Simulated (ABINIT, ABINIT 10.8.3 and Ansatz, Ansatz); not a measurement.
**SrNiF6 (R-3m): Bethe-Salpeter spectra with ABINIT**

Aim: the absorption spectrum of SrNiF6 (R-3m) with electron-hole interaction, and what each part of the kernel does.

Main program and level: ABINIT 10.8.3 and Ansatz 0.2.0; LDA and many-body steps on it, plane waves.

### 1. The structure

It takes space group R-3m (No. 166, trigonal). Conventional cell: a = 7.074 Å, b = 7.074 Å, c = 6.656 Å, α = 90.00°, β = 90.00°, γ = 120.00°. Nearest to Sr lie 12 F at 2.61 to 2.72 Å. Ni has 6 F at 1.80 Å nearest. Nearest to F lie 1 Ni at 1.80 Å and 2 Sr at 2.61 to 2.72 Å. Farther neighbours and most contacts between anions are not listed.

As a file:

```cif
data_structure
_symmetry_space_group_name_H-M 'P 1'
_symmetry_Int_Tables_number 1
_cell_length_a 4.6479
_cell_length_b 4.6479
_cell_length_c 4.6479
_cell_angle_alpha 99.103
_cell_angle_beta 99.103
_cell_angle_gamma 99.103
_cell_volume 96.15
loop_
_atom_site_label
_atom_site_type_symbol
_atom_site_fract_x
_atom_site_fract_y
_atom_site_fract_z
_atom_site_occupancy
Sr1 Sr 0.50000 0.50000 0.50000 1
Ni2 Ni 0.00000 0.00000 0.00000 1
F3 F 0.27600 0.91600 0.27600 1
F4 F 0.27600 0.27600 0.91600 1
F5 F 0.91600 0.27600 0.27600 1
F6 F 0.72400 0.08400 0.72400 1
F7 F 0.08400 0.72400 0.72400 1
F8 F 0.72400 0.72400 0.08400 1
```

The cell and positions come from the Crystallography Open Database and are kept as given unless a step says otherwise.

### 2. Empty states on the mesh, 2×2×2 mesh, 90 bands

This step: ABINIT 10.8.3; DFT, LDA, plane waves, norm-conserving pseudopotentials.

The sums over transitions need many empty states on a uniform mesh; this step solves for them.

The input, run.abi:

```
acell 3*1.0 Angstrom
rprim 
  3.536999999979 2.042087902112 2.218666666700
  -3.536999999979 2.042087902112 2.218666666700
  -0.000000000000 -4.084175804224 2.218666666700
ntypat 3
znucl 38 28 9
natom 8
typat 1 2 3 3 3 3 3 3
xred 
  0.500000000000 0.500000000000 0.500000000000
  0.000000000000 0.000000000000 0.000000000000
  0.276000000000 0.916000000000 0.276000000000
  0.276000000000 0.276000000000 0.916000000000
  0.916000000000 0.276000000000 0.276000000000
  0.724000000000 0.084000000000 0.724000000000
  0.084000000000 0.724000000000 0.724000000000
  0.724000000000 0.724000000000 0.084000000000
pp_dirpath "pseudos"
pseudos "Sr.upf, Ni.upf, F.upf"
ecut 45
ngkpt 2 2 2
nshiftk 1
shiftk 0 0 0
kptopt 1
chksymbreak 0
iscf -2
irdden 1
istwfk *1
nband 90
nbdbuf 8
tolwfr 1e-09
nstep 60
prtvol 0
indata_prefix "in"
outdata_prefix "out"
tmpdata_prefix "tmp"
```

On the command line:

```sh
> OMP_NUM_THREADS=1 mpirun -n 4 abinit run.abi > log
```

Numbers of over 12 decimals in the logs are rounded to 6 here.

Log:

```text
.Version 10.8.3 of ABINIT. v10.8.2 released Aug 2026.

 Symmetries : space group R-3 m (#166); Bravais hR (rhombohedral)
[... echo of the input left out ...]
== DATASET  1 ==================================================================
-   mpi_nproc: 4, omp_nthreads: 1 (-1 if OMP is not activated)

--- !DatasetInfo
iteration_state: {dtset: 1, }
dimensions: {natom: 8, nkpt: 4, mband: 90, nsppol: 1, nspinor: 1, nspden: 1, mpw: 9384, }
cutoff_energies: {ecut:  45.0, pawecutdg:  -1.0, }
[...]
1.13732    1.19065    1.20074    1.22993    1.22993    1.26897    1.27542    1.27542
   1.28970    1.28970    1.29800    1.32098    1.34509    1.36371    1.36371    1.41254
   1.41255    1.45998
 prteigrs : prtvol=0 or 1, do not print more k-points.

== END DATASET(S) ==============================================================
================================================================================

 -outvars: echo values of variables after computation  --------
            nband          90
             nkpt           4
          spgroup         166
 [... the other variables as echoed above ...]

 Calculation completed.
```

Wall time 22 s (4 MPI ranks of Arm Neoverse V2, shared host); peak memory 0.41 GiB.

This step gave:

```yaml
gap: 0.9919 eV
k_of_the_valence_top: 0.5, 0.5, 0
k_of_the_conduction_bottom: 0, 0, 0
least_direct_gap: 0.9984 eV
k_points_computed: 4
lowest_point_of_the_top_converged_band_above_the_valence_top: 33.67 eV
```

On this mesh the gap is 0.992 eV.

The density comes from a self-consistent run that is not shown.

### 3. Screening, 2×2×2 mesh, 82 bands, screening to 98 eV

The RPA dielectric matrix is built and inverted for each q.

This step: RPA screening on LDA, plane waves, norm-conserving pseudopotentials.

run.abi, as its differences from that of step 2:

```diff
@@ -26,10 +26,11 @@
 chksymbreak 0
-iscf -2
-irdden 1
 istwfk *1
-nband 90
-nbdbuf 8
-tolwfr 1e-09
-nstep 60
-prtvol 0
+occopt 1
+irdwfk 1
+optdriver 3
+nband 82
+ecuteps 3.6
+inclvkb 2
+awtr 1
+symchi 1
 indata_prefix "in"
```

Log:

```text
.Version 10.8.3 of ABINIT. v10.8.2 released Aug 2026.

 Symmetries : space group R-3 m (#166); Bravais hR (rhombohedral)
[... echo of the input left out ...]
== DATASET  1 ==================================================================
-   mpi_nproc: 4, omp_nthreads: 1 (-1 if OMP is not activated)

--- !DatasetInfo
iteration_state: {dtset: 1, }
dimensions: {natom: 8, nkpt: 4, mband: 82, nsppol: 1, nspinor: 1, nspden: 1, mpw: 9384, }
cutoff_energies: {ecut:  45.0, pawecutdg:  -1.0, }
[...]
--------------------------------------------------------------------------------
[... chi0 elements left out ...]
 For q-point:  0.000010 0.000020 0.000030
  dielectric constant =   3.6461
  dielectric constant without local fields =   4.5478

  Average fulfillment of the sum rule on Im[epsilon] for q-point    1 :     26.32  [%]
[... wings left out ...]
  q-point number  2        q = ( 0.500000, 0.000000, 0.000000) [r.l.u.]
--------------------------------------------------------------------------------
[... chi0 elements left out ...]
  Average fulfillment of the sum rule on Im[epsilon] for q-point    2 :     33.14  [%]

 [... 2 further q-points ...]
```

The job ended after 21 s (4 MPI ranks; peak memory 1.3 GiB).

Numbers from this step:

```yaml
eps_infinity_with_local_fields_on_this_mesh_along_the_program_s_q_direction: 3.646
the_same_without_local_fields: 4.548
plasma_frequency: 31.68 eV
plane_waves_in_the_screening_matrix: 207
```

Local fields lower ε∞ by 20 %. On a Γ-centred mesh this coarse the value itself is usually too large, while a short band sum pulls it down.

### 4. Self-energy, 2×2×2 mesh, 82 bands, screening to 98 eV

The self-energy is evaluated for the states that the input lists, and the levels follow from it, in one-shot runs by the linearised quasiparticle equation.

This step: G0W0 on LDA, plane waves, norm-conserving pseudopotentials.

run.abi, as its differences from that of step 3:

```diff
@@ -29,8 +29,17 @@
 irdwfk 1
-optdriver 3
+optdriver 4
 nband 82
+gwcalctyp 0
+ecutsigx 45
+symsigma 1
+nkptgw 2
+kptgw 
+  0.5000000000 0.5000000000 0.0000000000
+  0.0000000000 0.0000000000 0.0000000000
+bdgw 
+  34 37
+  34 37
 ecuteps 3.6
-inclvkb 2
-awtr 1
-symchi 1
+irdscr 1
+ppmodel 1
 indata_prefix "in"
```

Log:

```text
.Version 10.8.3 of ABINIT. v10.8.2 released Aug 2026.

 Symmetries : space group R-3 m (#166); Bravais hR (rhombohedral)
[... echo of the input left out ...]
== DATASET  1 ==================================================================
-   mpi_nproc: 4, omp_nthreads: 1 (-1 if OMP is not activated)

--- !DatasetInfo
iteration_state: {dtset: 1, }
dimensions: {natom: 8, nkpt: 4, mband: 82, nsppol: 1, nspinor: 1, nspden: 1, mpw: 9384, }
cutoff_energies: {ecut:  45.0, pawecutdg:  -1.0, }
[...]
Band     E0 <VxcDFT>   SigX SigC(E0)      Z dSigC/dE  Sig(E)    E-E0       E
[...]
36   2.418 -28.617 -23.697  -2.174   0.741  -0.350 -26.583   2.035   4.452
       37   2.418 -28.618 -23.697  -2.174   0.741  -0.350 -26.583   2.035   4.452

== END DATASET(S) ==============================================================
================================================================================

 -outvars: echo values of variables after computation  --------
           etotal      0.0000000000E+00
            nband          82
             nkpt           4
          spgroup         166
 [... the other variables as echoed above ...]

 Calculation completed.
```

Elapsed: 5.6 s, on 4 MPI ranks; peak memory 0.93 GiB; 22 s of CPU time.

Numbers from this step:

```
G0W0 gap on the points computed              : 3.59 eV
starting gap on the mesh                     : 0.9919 eV
k of the valence top                         : 0.5, 0.5, 0
k of the conduction bottom                   : 0.5, 0.5, 0
least direct G0W0 gap on the computed points : 3.59 eV
```

The gap on the mesh goes from 0.99 eV to 3.59 eV, a correction of +2.60 eV.

The gap opens by 2.598 eV; the next steps shift the empty bands rigidly by 2.598 eV.

### 5. Excitons

Optical absorption needs the electron-hole interaction, solved here in a basis of vertical transitions on the mesh.

This step: Bethe-Salpeter equation on LDA with a scissors shift, plane waves, norm-conserving pseudopotentials.

run.abi, as its differences from that of step 4:

```diff
@@ -29,17 +29,17 @@
 irdwfk 1
-optdriver 4
-nband 82
-gwcalctyp 0
-ecutsigx 45
-symsigma 1
-nkptgw 2
-kptgw 
-  0.5000000000 0.5000000000 0.0000000000
-  0.0000000000 0.0000000000 0.0000000000
-bdgw 
-  34 37
-  34 37
+optdriver 99
+bs_calctype 1
+mbpt_sciss 2.598 eV
+bs_loband 16
+nband 37
+bs_exchange_term 1
+bs_coulomb_term 11
+bs_coupling 0
+bs_algorithm 1
+bs_freq_mesh 0 10 0.1 eV
+zcut 0.15 eV
 ecuteps 3.6
+ecutwfn 22.5
+inclvkb 2
 irdscr 1
-ppmodel 1
 indata_prefix "in"
```

Log:

```text
.Version 10.8.3 of ABINIT. v10.8.2 released Aug 2026.

 Symmetries : space group R-3 m (#166); Bravais hR (rhombohedral)
[... echo of the input left out ...]
== DATASET  1 ==================================================================
-   mpi_nproc: 4, omp_nthreads: 1 (-1 if OMP is not activated)

--- !DatasetInfo
iteration_state: {dtset: 1, }
dimensions: {natom: 8, nkpt: 4, mband: 37, nsppol: 1, nspinor: 1, nspden: 1, mpw: 3339, }
cutoff_energies: {ecut:  22.5, pawecutdg:  -1.0, }
electrons: {nelect:   7.00000000E+01, charge:   0.00000000E+00, occopt:   1.00000000E+00, tsmear:   1.00000000E-02, }

 Exciton: Calculation of dielectric properties by solving the Bethe-Salpeter equation
 in frequency domain and reciprocal space on a transitions basis set.
 Based on a program developed by L. Reining, V. Olevano, F. Sottile,
 S. Albrecht, and G. Onida. Incorporated in ABINIT by M. Giantomassi.

.Using double precision arithmetic ; gwpc =  8

[... cell and pseudopotentials left out ...]
--------------------------------------------------------------------------------

 ==== K-mesh for the wavefunctions ====
 Number of points in the irreducible wedge :     4
[... list of points left out ...]
 Together with 12 symmetry operations and time-reversal symmetry
 yields     8 points in the full Brillouin Zone.

 ==== Q-mesh for the screening function ====
 Number of points in the irreducible wedge :     4
[... list of points left out ...]
 Together with 12 symmetry operations and time-reversal symmetry
 yields     8 points in the full Brillouin Zone.

 vcoul_init : cutoff-mode = AUXILIARY_FUNCTION
 q-points for optical limit:   1
     1)      0.000010    0.000020    0.000030
 setmesh: FFT mesh size selected  =    25x   25x   25
          total number of points  =        15625

 ==== Fundamental parameters for the solution of the Bethe-Salpeter equation: ====
 Algorithm: Direct diagonalization.
 Dimension of the v, W matrices,  npweps  = 207
 Cutoff for the wavefunctions,    npwwfn  = 3339
 Number of k-points in the IBZ,   nkibz   = 4
 Highest empty band included,     nband   = 37
 === Spin UP ===
 Number of resonant transitions          320
 Lowest occupied state                   16
 Highest occupied state                  35
 Lowest unoccupied state                 36
 Highest unoccupied state                37
 Minimum frequency [eV]           Emin    =   0.00
 Maximum frequency [eV]           Emax    =  10.00
 Frequency step [eV]              dE      =   0.10
 Lorentzian broadening [eV]       eta     =   0.15
 RPA L0 with KS energies and KS wavefunctions
 Scissors operator energy [eV] =          2.60
 Local fields effects (v term) included
 Excitonic effects (W term) included
 Full W_GG' included
 W is read from an external SCR file
 Resonant-only calculation (Hermitian case)

 Calculating epsilon_Macro(q-->0,w), along the following directions:
 q = (  1.355697  0.000000  0.000000) [r.l.u.]
 q = (  0.000000  1.355697  0.000000) [r.l.u.]
 q = (  0.000000  0.000000  1.355697) [r.l.u.]
 q = (  1.063785 -1.063785  0.000000) [r.l.u.]
 q = (  0.614177  0.614177 -1.228354) [r.l.u.]
 q = (  0.667285  0.667285  0.667285) [r.l.u.]
 Number of electrons calculated from density =   69.9006; Expected =   70.0000
 average of density, n =  0.107729
 r_s =    1.3037
 omega_plasma =   31.6608 [eV]

. Writing resonant excitonic Hamiltonian on file out_BSR; file size=   0.00 [Gb].
 Direct diagonalization of the resonant excitonic Hamiltonian, Matrix size= 320
. Using LAPACK sequential version.
 Excitonic eigenvalues in eV up to n=   32
   0.94131   1.04868   1.04948   1.57066   1.57598   1.57670   2.22306   2.22337
   2.58755   2.59922   2.59977   2.64389   2.64532   2.65471   2.69626   2.79882
   2.79956   2.82944   2.83829   2.84149   2.84216   2.91194   3.01836   3.01953
   3.03823   3.03934   3.04080   3.05618   3.05742   3.09046   3.09492   3.11726

 First excitonic eigenvalue=    0.94 [eV]
 Last  excitonic eigenvalue=   16.49 [eV]

 GW  direct gap       3.60  0.00 [eV]
 EXC direct gap       0.94  0.00 [eV]
 EXC binding energy   2.66  0.00 [eV]

 Excitonic eigenvalues up to the GW energy gap [eV]
  1 (  0.94  0.00)
  2 (  1.05  0.00)
  3 (  1.05  0.00)
  4 (  1.57  0.00)
  5 (  1.58  0.00)
  6 (  1.58  0.00)
[...]
61 (  3.59  0.00)
 62 (  3.59  0.00)
 63 (  3.60  0.00)

 Macroscopic dielectric function:
 omega [eV] <KS_RPA_nlf>  <GW_RPA_nlf>  <BSE>
   0.0000   3.5533   0.0000   2.4480   0.0000   2.4775   0.0000
   0.1000   3.5559   0.0078   2.4484   0.0012   2.4781   0.0016
   0.2000   3.5637   0.0158   2.4495   0.0024   2.4797   0.0033
   0.3000   3.5767   0.0240   2.4515   0.0036   2.4825   0.0050
   0.4000   3.5953   0.0326   2.4543   0.0048   2.4863   0.0067
   0.5000   3.6198   0.0419   2.4579   0.0061   2.4913   0.0084
   0.6000   3.6505   0.0519   2.4624   0.0073   2.4975   0.0103
   0.7000   3.6882   0.0630   2.4677   0.0086   2.5049   0.0122
   0.8000   3.7334   0.0754   2.4738   0.0099   2.5136   0.0142
   0.9000   3.7873   0.0898   2.4809   0.0113   2.5236   0.0164

 Writing KS-RPA macroscopic dielectric function without local fields to file: out_RPA_NLF_MDF
 Writing GW-RPA macroscopic dielectric function without local fields to file: out_GW_NLF_MDF
 Writing EXC Macroscopic dielectric function to file: out_EXC_MDF

== END DATASET(S) ==============================================================
================================================================================

 -outvars: echo values of variables after computation  --------
           etotal      0.0000000000E+00
            nband          37
             nkpt           4
          spgroup         166
 [... the other variables as echoed above ...]

 Calculation completed.
```

Run time: 14 s. Hardware: 4 MPI ranks; peak memory 0.45 GiB.

This step gave:

- direct gap of the transition levels: 3.597 eV
- transitions in the window: 320
- first strong exciton (over a fiftieth of the strongest listed): 2.588 eV
- lowest state: 0.9413 eV
- binding of the lowest state below the direct gap: 2.655 eV
- Coulomb term of one mesh cell: 1.224 eV

The lowest state lies at 0.941 eV, 2.655 eV under the direct gap.

Lines within 3 meV are set at the lowest of them, and the highest group, which the list may cut short, is left out. Lines of the exciton spectrum (strongest = 100):

```csv
position (eV),lines merged,"oscillator strength, relative"
0.941,1,0.0
1.049,2,0.8
1.571,1,0.5
1.576,2,0.1
2.223,2,0.8
2.587,1,4.8
2.599,2,100
2.644,2,12
2.655,1,0.1
2.696,1,0.1
```

Mean over the three Cartesian directions of q; broadening 0.15 eV; transition window only. Limits: finite bands, cutoff and mesh; no spin polarisation; d states lean on the start; no spin-orbit coupling; coarse k mesh. Table of ε₂ by photon energy; read off at these points:

```csv
photon energy (eV),BSE,no electron-hole interaction,"Kohn-Sham, no shift"
0.00,0,0,0
0.30,0.00493,0.00363,0.024
0.50,0.00837,0.00607,0.0418
0.80,0.0141,0.0099,0.0754
1.10,0.0212,0.0141,0.127
1.40,0.0291,0.0189,0.225
1.60,0.0365,0.0224,0.374
1.90,0.0512,0.0287,1.21
2.20,0.0796,0.0363,2.08
2.40,0.124,0.0425,2.49
2.70,0.225,0.0544,5.21
3.00,0.401,0.0706,4.66
3.20,0.941,0.0854,2.94
3.50,0.852,0.118,2.59
3.80,1.85,0.176,2.35
4.10,1.92,0.306,3.10
4.30,2.33,0.546,7.85
4.40,2.70,0.805,7.49
4.60,2.57,1.80,3.06
4.90,1.77,2.45,3.73
5.10,1.54,2.67,2.26
5.40,1.38,5.87,3.90
5.70,1.01,4.24,1.65
5.90,1.85,2.17,0.665
6.10,3.46,2.61,0.371
6.20,2.66,3.22,0.297
6.50,1.56,2.19,0.177
6.80,0.832,5.07,0.121
7.00,0.694,7.45,0.0978
7.30,0.479,2.81,0.0742
7.60,0.511,2.90,0.0585
7.80,0.740,2.37,0.0507
8.10,1.84,3.55,0.0416
8.40,7.15,0.991,0.0348
8.60,13.4,0.484,0.0312
8.90,2.63,0.248,0.0266
9.20,0.829,0.158,0.023
9.50,0.400,0.111,0.0201
9.70,0.277,0.0917,0.0184
10.00,0.178,0.0712,0.0163
```

### 6. Triplet (no exchange term)

run.abi, as its differences from that of step 5:

```diff
@@ -32,5 +32,5 @@
 mbpt_sciss 2.598 eV
-bs_loband 16
+bs_loband 24
 nband 37
-bs_exchange_term 1
+bs_exchange_term 0
 bs_coulomb_term 11
@@ -38,3 +38,3 @@
 bs_algorithm 1
-bs_freq_mesh 0 10 0.1 eV
+bs_freq_mesh 0 8 0.05 eV
 zcut 0.15 eV
```

Log:

```text
.Version 10.8.3 of ABINIT. v10.8.2 released Aug 2026.

 Symmetries : space group R-3 m (#166); Bravais hR (rhombohedral)
[... echo of the input left out ...]
== DATASET  1 ==================================================================
-   mpi_nproc: 4, omp_nthreads: 1 (-1 if OMP is not activated)

--- !DatasetInfo
iteration_state: {dtset: 1, }
dimensions: {natom: 8, nkpt: 4, mband: 37, nsppol: 1, nspinor: 1, nspden: 1, mpw: 3339, }
cutoff_energies: {ecut:  22.5, pawecutdg:  -1.0, }
electrons: {nelect:   7.00000000E+01, charge:   0.00000000E+00, occopt:   1.00000000E+00, tsmear:   1.00000000E-02, }

 Exciton: Calculation of dielectric properties by solving the Bethe-Salpeter equation
 in frequency domain and reciprocal space on a transitions basis set.
 Based on a program developed by L. Reining, V. Olevano, F. Sottile,
 S. Albrecht, and G. Onida. Incorporated in ABINIT by M. Giantomassi.

.Using double precision arithmetic ; gwpc =  8

[... cell and pseudopotentials left out ...]
--------------------------------------------------------------------------------

 ==== K-mesh for the wavefunctions ====
 Number of points in the irreducible wedge :     4
[... list of points left out ...]
 Together with 12 symmetry operations and time-reversal symmetry
 yields     8 points in the full Brillouin Zone.

 ==== Q-mesh for the screening function ====
 Number of points in the irreducible wedge :     4
[... list of points left out ...]
 Together with 12 symmetry operations and time-reversal symmetry
 yields     8 points in the full Brillouin Zone.

 vcoul_init : cutoff-mode = AUXILIARY_FUNCTION
 q-points for optical limit:   1
     1)      0.000010    0.000020    0.000030
 setmesh: FFT mesh size selected  =    25x   25x   25
          total number of points  =        15625

[...]
average of density, n =  0.107729
 r_s =    1.3037
 omega_plasma =   31.6608 [eV]

. Writing resonant excitonic Hamiltonian on file out_BSR; file size=   0.00 [Gb].
 Direct diagonalization of the resonant excitonic Hamiltonian, Matrix size= 192
. Using LAPACK sequential version.
 Excitonic eigenvalues in eV up to n=   32
   0.93427   1.05025   1.05049   1.38645   1.38667   1.39366   2.19269   2.19295
   2.42976   2.43036   2.51751   2.61448   2.63204   2.63374   2.71928   2.78798
   2.78958   2.81214   2.82968   2.83007   2.84587   2.91755   2.92848   2.95992
   2.96346   3.01908   3.01999   3.03958   3.03989   3.04843   3.05918   3.06245

 First excitonic eigenvalue=    0.93 [eV]
 Last  excitonic eigenvalue=    5.60 [eV]

 GW  direct gap       3.60  0.00 [eV]
 EXC direct gap       0.93  0.00 [eV]
 EXC binding energy   2.66  0.00 [eV]

 Excitonic eigenvalues up to the GW energy gap [eV]
  1 (  0.93  0.00)
  2 (  1.05  0.00)
  3 (  1.05  0.00)
[...]
62 (  3.54  0.00)
 63 (  3.59  0.00)

 Macroscopic dielectric function:
 omega [eV] <KS_RPA_nlf>  <GW_RPA_nlf>  <BSE>
   0.0000   2.5548   0.0000   1.8055   0.0000   2.2585   0.0000
   0.0500   2.5554   0.0032   1.8055   0.0004   2.2588   0.0017
   0.1000   2.5570   0.0064   1.8057   0.0008   2.2597   0.0035
[...]
0.4000   2.5894   0.0270   1.8099   0.0034   2.2773   0.0145
   0.4500   2.5989   0.0308   1.8111   0.0038   2.2824   0.0165

 Writing KS-RPA macroscopic dielectric function without local fields to file: out_RPA_NLF_MDF
 Writing GW-RPA macroscopic dielectric function without local fields to file: out_GW_NLF_MDF
 Writing EXC Macroscopic dielectric function to file: out_EXC_MDF

== END DATASET(S) ==============================================================
================================================================================

 -outvars: echo values of variables after computation  --------
           etotal      0.0000000000E+00
            nband          37
             nkpt           4
          spgroup         166
 [... the other variables as echoed above ...]

 Calculation completed.
```

It took 7.6 s on 4 MPI ranks; peak memory 0.47 GiB.

The lowest triplet lies at 0.934 eV; without spin-orbit coupling triplets are dark, so no spectrum is read.

(Continued in part 2 of 3.)

[Paths, hosts, dates, memory and timing lines, banners, echoed tables and standing remarks are left out of the program output.]

[Logs are printed without paths, hosts, clocks, repeated set-up lines and the standing remarks that a program may print on its own settings, such as how far it seeks lower states.]

[Runs of the session that timed out or met a known fault of the program may be left out.]

[Hosts, paths, dates, database ids (printed as entryN), source tags and the programs' standing remarks are cut or masked in the printed files.]

[G0W0 gaps are taken among the corrected bands and points alone; a level outside them can change the order at an edge.]

[Where Ansatz stands beside ABINIT at settings called matched, ABINIT's density can come from a denser mesh and the files from another edition; pairs whose starting gaps differed by over 0.03 eV were left out, so agreement reads better than it is.]
